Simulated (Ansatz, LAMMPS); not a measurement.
# How strongly the parts of amorphous film on crystalline Si with 5 % C on Si sites, (110) (192 atoms) bind: runs compared

Aim: the interaction energy between the two parts of amorphous film on crystalline Si with 5 % C on Si sites, (110) (192 atoms) and its distance dependence.

Computed with Ansatz 0.2.0: Kohn-Sham DFT, PBE, PAW (set soft_2), plane waves.

### 1. The cell as built

The cell holds 192 atoms: 182 Si and 10 C. Its edges and angles: a = 10.864 Å, b = 15.364 Å, c = 35.661 Å, α = 90.0°, β = 90.0°, γ = 90.0°. It derives from Si (diamond Si) and C. A 2 x 2 x 3 block of diamond Si (a = 5.432 Å), 5 % of Si replaced at random by C with its (110) planes normal to z; the lower 33 % held fixed, the rest melted at 3500 K for 10 ps and cooled to 500 K at 100 K/ps with the Tersoff potential (Tersoff, Phys. Rev. B 39, 5566 (1989)); then all atoms free for 10 ps at 500 K, under 12 Å of vacuum. Regions: crystal, 64 atoms (62 Si and 2 C); amorphous, 128 atoms (120 Si and 8 C). Vacuum lies along c.

Limits known from the start: The starting topology of bonds comes from the classical model, and needn't be the one that DFT or experiment would give. The main run has no spin polarisation, so any moments at edges, vacancies or dangling bonds can't form in it. Only the Γ point is sampled, in a cell whose shortest periodic width is 11 Å.

### 2. The reference run

The reference is a single point at the end of the relaxation.

The parts (lower: crystal and upper: amorphous) keep their atoms where they stand in it, and shifted cells move the upper part rigidly.

Its input, with most atom lines left out:

```yaml
crystal:
  lattice:
    - [10.864, 0.0, 0.0]
    - [0.0, 15.36402, 0.0]
    - [0.0, 0.0, 35.66062]
  atoms:
    - { symbol: Si, position: [0.9996, 0.82211, 0.97091] }
    - { symbol: Si, position: [0.16981, 0.82427, 0.01111] }
    - { symbol: Si, position: [0.27708, 0.18942, 0.01232] }
    - { symbol: Si, position: [0.41417, 0.1788, 0.06525] }
    - { symbol: Si, position: [0.28144, 0.95596, 0.01053] }
    - { symbol: Si, position: [0.41821, 0.96552, 0.06286] }
    - { symbol: Si, position: [0.03787, 0.82255, 0.06413] }
    [... atom lines 8 to 192 left out ...]
kpoints:
  mp_grid: { grid: [1, 1, 1] }
hamiltonian:
  xc: pbe
scf:
  occupations: { method: gaussian, width: 0.05 }
output:
  forces: true
  populations: true
  dos:
    method: { smearing: { sigma: 0.1 } }
    de: 0.1
    projected:
      site_lists:
        C: [C]
        Si: [Si]
        crystal: [0, 1, 2, 3, 4, 5, 6, 7, 8, 9, 10, 11, 12, 13, 14, 15, 16, 17, 18, 19, 20, 21, 22, 23, 24, 25, 26, 27, 28, 29, 30, 31, 32, 33, 34, 35, 36, 37, 38, 39, 40, 41, 42, 43, 44, 45, 46, 47, 48, 49, 50, 51, 52, 53, 54, 55, 56, 57, 58, 59, 60, 61, 62, 63]
  eigenvalues: true
  write_density: true
  write_potential: true
  volumetric_format: npy
```

- free energy per atom: -615.4421 eV/atom
- r.m.s. force component: 0.00647 eV/Å

Filled and empty levels are parted by 0.168 eV at Γ alone; the mesh holds the band edges only if they fold onto it, so the gap at this level can be narrower or closed, and states at the surface or the caps may set it.

### 3. The runs

Each row is one run, on 4 threads of AMD EPYC 9R14 (Zen 4), shared host. The free energy is the program's total, comparable only between runs with the same functional, potentials and atoms, or as a whole against its parts.

```csv
run,atoms,outcome,"ionic steps, all passes",free energy (eV),time,host memory (GiB)
Single point at the start,192,converged,-,-118147.140,70 s,7.7
Relaxation,192,converged,37,-118164.882,25 min,7.7
Single point at the relaxed geometry,192,converged,-,-118164.882,1.9 min,7.8
The lower part alone,64,converged,-,-39885.731,26 s,4.2
The upper part alone,128,converged,-,-78244.895,56 s,6.1
Upper part moved by +0.3 Å,192,converged,-,-118161.736,62 s,7.7
Upper part moved by -0.3 Å,192,converged,-,-118159.248,60 s,7.7
Upper part moved by +0.8 Å,192,converged,-,-118150.806,58 s,7.7
Upper part moved by +1.6 Å,192,converged,-,-118136.817,77 s,7.7
Upper part moved by +3 Å,192,converged,-,-118131.034,83 s,7.7
"Whole cell, LDA",192,converged,-,-113139.011,54 s,7.2
"Lower part, LDA",64,converged,-,-38182.068,16 s,3.6
"Upper part, LDA",128,converged,-,-74918.768,31 s,5.5
```

In some runs the program notes that the exchange-correlation potential is rough where the density is thin.

### 4. Interaction energy

Whole cell less its two parts, each frozen at the geometry of the whole and solved in the same cell with the same functional, so that energy zeros cancel. The upper part is 'amorphous' and the lower part 'crystal'. The nearest atoms of the two parts stand 2.01 Å apart. The face is 166.9 Å².

```csv
functional,interaction energy (eV),"of it, the added dispersion term (eV)",per area (meV/Å²),per area (J/m²),per atom of the upper part (meV)
PBE,-34.256,-,-205.2,-3.29,-267.6
LDA,-38.174,-,-228.7,-3.66,-298.2
```

### 5. Energy against separation

The upper part is moved rigidly along the normal from its place in the reference.

| shift (Å) | energy change (eV) | per area (meV/Å²) | share of the binding lost (%) |
| --- | --- | --- | --- |
| -0.3 | 5.634 | 33.75 | - |
| +0.0 | 0.000 | 0.00 | - |
| +0.3 | 3.146 | 18.85 | 9 |
| +0.8 | 14.077 | 84.33 | 41 |
| +1.6 | 28.065 | 168.14 | 82 |
| +3.0 | 33.848 | 202.79 | 99 |

### 6. Levels of whole and parts

| cell | gap (eV) | vacuum level at the upper face, over the highest filled level, or over E_F where no gap is given (eV) | moment (μB) |
| --- | --- | --- | --- |
| whole | 0.168 | 4.69 | no spin |
| lower part | - | 4.77 | no spin |
| upper part | - | 4.74 | no spin |

A dash marks a cell without a clear gap, or without a flat potential in the vacuum.

### 7. What came out

The parts bind with 205.2 meV/Å² (34.3 eV for the cell) at the level PBE, far more than van der Waals binding between intact sheets, and bonds of chemical length cross the interface. At this one geometry the functionals range from -228.7 (LDA) to -205.2 meV/Å² (PBE). The curvature over ±0.3 Å is 9.4×10²⁰ N/m³, and the energy rises faster on the near side. At +3.0 Å, 99 % of the binding is lost.

Caveats: The parts are frozen, so the energy of their deformation isn't counted. No correction is made for dipoles across the vacuum, and the parts also feel their periodic images through it.

The DFT runs together took 36 min of wall time.

[Logs are printed without paths, hosts, clocks, repeated set-up lines and the standing remarks that a program may print on its own settings, such as how far it seeks lower states.]

[Hosts, paths, dates, database ids (printed as entryN), source tags and the programs' standing remarks are cut or masked in the printed files.]
